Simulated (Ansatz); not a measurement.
# Glassy 60SiO2-30Al2O3-5Li2O-5TiO2 (mol %) (72 atoms) under strain, part 4 of 4

Aim: relax glassy 60SiO2-30Al2O3-5Li2O-5TiO2 (mol %) (72 atoms), then change its volume and shape to read moduli from the stress.

Ansatz 0.2.0; Kohn-Sham DFT, LDA, PAW (set soft_2), plane waves.

The cell: 12 Si, 12 Al, 2 Li, 1 Ti and 45 O. The quench rate of 20 K/ps is many orders above laboratory rates. The network of bonds at the start is that of the classical potential that made the cell. Only the Γ point is sampled.

So far. Step 11 (Compressed by 1 % along x): The relaxation converged after 5 steps, 0.0500 eV below its start, with a largest force component of 0.031 eV/Å. Step 11 (Compressed by 1 % along x): Compressed by 1 % along x: the energy stands 0.0519 eV above that of the reference, at a pressure of 1.01 GPa.

### 12. Sheared by 2 % in xy

A shear of the relaxed cell gives the modulus that volume changes can't reach.

The input, input.yaml:

```yaml
crystal:
  lattice:
    - [9.69196, 0.15741, -0.02715]
    - [0.15355, 9.30596, -0.20051]
    - [-0.02916, -0.20078, 9.52616]
  atoms:
    [... the 72 atom lines of step 4 ...]
kpoints:
  mp_grid: { grid: [1, 1, 1] }
hamiltonian:
  xc: lda
scf:
  occupations: { method: fermi_dirac, width: 0.025 }
output:
  forces: true
  eigenvalues: true
  stress: true
relax:
  f_tol: 0.05
  max_steps: 70
```

The run is started by

```
ansatz run input.yaml --threads 4 --pin off --max-ram 8192MiB --backend cpu --events-out ev --progress --plain --runs-dir out
```

Numbers of over 12 decimals in the logs are rounded to 6 here.

What it wrote:

```text
[...]
Crystal: 72 atoms, lattice volume = 858.567 Å³
Basis set: ecut = 420 eV, 16779 PW (Γ)
Bands: 258, of which v1, the nominal top of the filled ones, is band 186 counted from 1 (185 counted from 0)
Symmetry: 1 space group operations
[...]
k-points: 1
[...]
SCF iter   1: F=—  HF=-41389.588461 eV  |F-HF|=—  |Δ(HF+E_count)|=         —  Δρ=1.39e-2  dr2=1.51e0  ethr=1.77e-3  ⟨swp⟩=5.0  Hψ=1133  notcnv=0  defer=61
[...]
SCF iter   6: F=—  HF=-41389.127376 eV  |F-HF|=—  |Δ(HF+E_count)|=   3.52e-5  Δρ=1.14e-4  dr2=1.38e-4  ethr=1.48e-7  ⟨swp⟩=2.0  Hψ=377  notcnv=0  defer=66
SCF iter   7: F=-41389.127396 eV  HF=-41389.127406 eV  |F-HF|=1.02e-5  |Δ(HF+E_count)|=   3.01e-5  Δρ=5.75e-5  dr2=3.02e-5  ethr=1.68e-8  ⟨swp⟩=15.0  Hψ=1637  notcnv=0
SCF 1 converged in 7 iterations: F = -41389.127396 eV  dr2 = 3.02e-5
[...]
relax step   1: F+E_penalty+E_count = -41389.12739621 eV  Δ(F+E_penalty+E_count) = +0.000e0 eV  max|allowed force component| = 5.615e-1 eV/Å  Δτ_max = 0.0000 Å  (7 SCF iters, dr2 threshold 6.25e-5 eV, accepted)
[...]
relax step   2: F+E_penalty+E_count = -41389.16725240 eV  Δ(F+E_penalty+E_count) = -3.986e-2 eV  max|allowed force component| = 3.445e-1 eV/Å  Δτ_max = 0.0115 Å  (5 SCF iters, dr2 threshold 1.97e-5 eV, accepted)
[...]
relax step   3: F+E_penalty+E_count = -41389.19518054 eV  Δ(F+E_penalty+E_count) = -2.793e-2 eV  max|allowed force component| = 1.030e-1 eV/Å  Δτ_max = 0.0193 Å  (6 SCF iters, dr2 threshold 7.42e-6 eV, accepted)
relax step   4: F+E_penalty+E_count = -41389.19834637 eV  Δ(F+E_penalty+E_count) = -3.166e-3 eV  max|allowed force component| = 6.988e-2 eV/Å  Δτ_max = 0.0152 Å  (8 SCF iters, accepted)
[...]
relax step   5: F+E_penalty+E_count = -41389.20123347 eV  Δ(F+E_penalty+E_count) = -2.887e-3 eV  max|allowed force component| = 3.311e-2 eV/Å  Δτ_max = 0.0189 Å  (8 SCF iters, accepted)
SCF converged after 8 iterations
Free energy (F): -41389.201233 eV
[...]
Internal energy: -41389.201233 eV  (E = F + TS)
E sigma→0 (E₀):  -41389.201233 eV
Fermi energy:    5.100315 eV
[...]
Σ components = -41389.201233   (vs F -41389.201233, Δ=0.00e0)
--- Forces (eV/Å), atoms counted from 1 ---
  atom   1  Si    -0.00691587     0.01227669    -0.00800989
  atom   2  Si     0.00806337    -0.01160310    -0.00995761
  atom   3  Si     0.00990019    -0.02865302    -0.00828423
  atom   4  Si     0.01268962     0.01830646    -0.01262593
[...]
atom  72  O      0.00044508     0.01689900     0.00733206
  max |Σ_I F_I| component: 6.00e-5 eV/Å
--- Stress (GPa, compression-positive) ---
        0.035773      -0.999743       0.059775
       -0.999743      -0.305508       0.060487
        0.059774       0.060487      -0.050127
  P = ⅓ Tr σ = -0.1066 GPa (-1.066 kbar)
--- Band table (eV) ---
[...]
--- Relaxed structure (5 steps of the walk, 5 accepted, 0 SCFs on fresh bases) ---
  F+E_penalty+E_count = -41389.20123347 eV   max|allowed force component| = 3.311e-2 eV/Å
  atoms:
    - { symbol: Si, position: [0.557697, 0.861402, 0.437467] }
    - { symbol: Si, position: [0.448705, 0.907483, 0.836843] }
    - { symbol: Si, position: [0.711377, 0.972129, 0.182628] }
    - { symbol: Si, position: [0.579148, 0.616991, 0.928516] }
[...]
- { symbol: O, position: [0.380501, 0.023009, 0.948536] }
```

It took 14 s on 4 threads of Intel Xeon 6975P-C (Granite Rapids), shared host; peak memory 1.1 GiB; 48 s of CPU time.

The relaxation converged after 5 steps, 0.0738 eV below its start, with a largest force component of 0.033 eV/Å.

Sheared by 2 % in xy: the energy stands 0.0519 eV above that of the reference, at a pressure of -0.107 GPa.

### 13. Pressure against volume

Atoms are relaxed at each volume, in the scaled cell.

| volume change (%) | volume (Å³/atom) | energy change (meV/atom) | pressure (GPa) | largest move on relaxing (Å) | bonds | gap (eV) |
| --- | --- | --- | --- | --- | --- | --- |
| -10 | 10.733 | 31.64 | 8.01 | 0.88 | 118 | 2.43 |
| -6 | 11.210 | 12.81 | 5.88 | 0.25 | 116 | 2.50 |
| -3 | 11.568 | 3.02 | 2.85 | 0.13 | 116 | 2.40 |
| +0 | 11.926 | 0.00 | 0.00 | - | 114 | 2.37 |
| +3 | 12.283 | 3.13 | -2.52 | 0.17 | 113 | 2.53 |
| +6 | 12.641 | 11.28 | -4.91 | 0.33 | 112 | 2.59 |

### 14. Uniaxial strain and shear

Stress (GPa, compression positive) less that of the relaxed cell, atoms relaxed:

| strain | xx | yy | zz | xy | energy change (meV/atom) |
| --- | --- | --- | --- | --- | --- |
| stretched by 1 % along x | -1.886 | -0.719 | -0.714 | 0.059 | 0.66 |
| compressed by 1 % along x | 1.846 | 0.558 | 0.618 | -0.007 | 0.72 |
| sheared by 2 % in xy | 0.032 | -0.304 | -0.055 | -0.995 | 0.72 |

### 15. Findings

The bulk modulus, from the slope of pressure against ln V over the three points nearest the relaxed volume, is 89.4 GPa; between neighbouring points the slope runs 49, 97, 93, 85 and 83 GPa from the smallest volume up, without a steady fall, so no pressure derivative is given, and the cell yields more easily when compressed beyond -6 %. The count of bonds runs from 112 to 118 over the series, so at some points contacts cross the cutoffs. At -10 % some atom moved by over 0.5 Å on relaxing, so that point may sit in another local minimum. The gap goes from 2.43 eV at the smallest volume to 2.59 eV at the largest, not monotonically (lowest 2.37, highest 2.59 eV), on the run's k-points. In the Cartesian axes of the cell, finite differences give C11 = 187, C12 = 63.9, C13 = 66.6 and C66 = 49.8 GPa (the shear of 2 % is the engineering strain, εxy = 0.01). The mean of C11, C12 and C13, which equals the bulk modulus in a cubic or isotropic solid, is 106 GPa: it lies 18 % over the bulk modulus from the volumes. For an isotropic solid C66 would equal (C11 − C12)/2 = 61.4 GPa; so small a sample needn't be isotropic, and C66 rests on one shear. With the bulk modulus and C66 as K and G, Young's modulus would be about 126 GPa and Poisson's ratio 0.27.

**Limits.** Strains are finite and relaxations stop at the force tolerance of the input, which can leave moduli too stiff; they are those of a static cell at zero temperature. Volumes are changed with the cell's shape held, so in an anisotropic solid the modulus lies over the one under free hydrostatic load. The program notes that the SCF threshold of the relaxations is loose for the stress.

The DFT runs together took 4.7 min of wall time.

[Logs are printed without paths, hosts, clocks, repeated set-up lines and the standing remarks that a program may print on its own settings, such as how far it seeks lower states.]

[Hosts, paths, dates, database ids (printed as entryN), source tags and the programs' standing remarks are cut or masked in the printed files.]
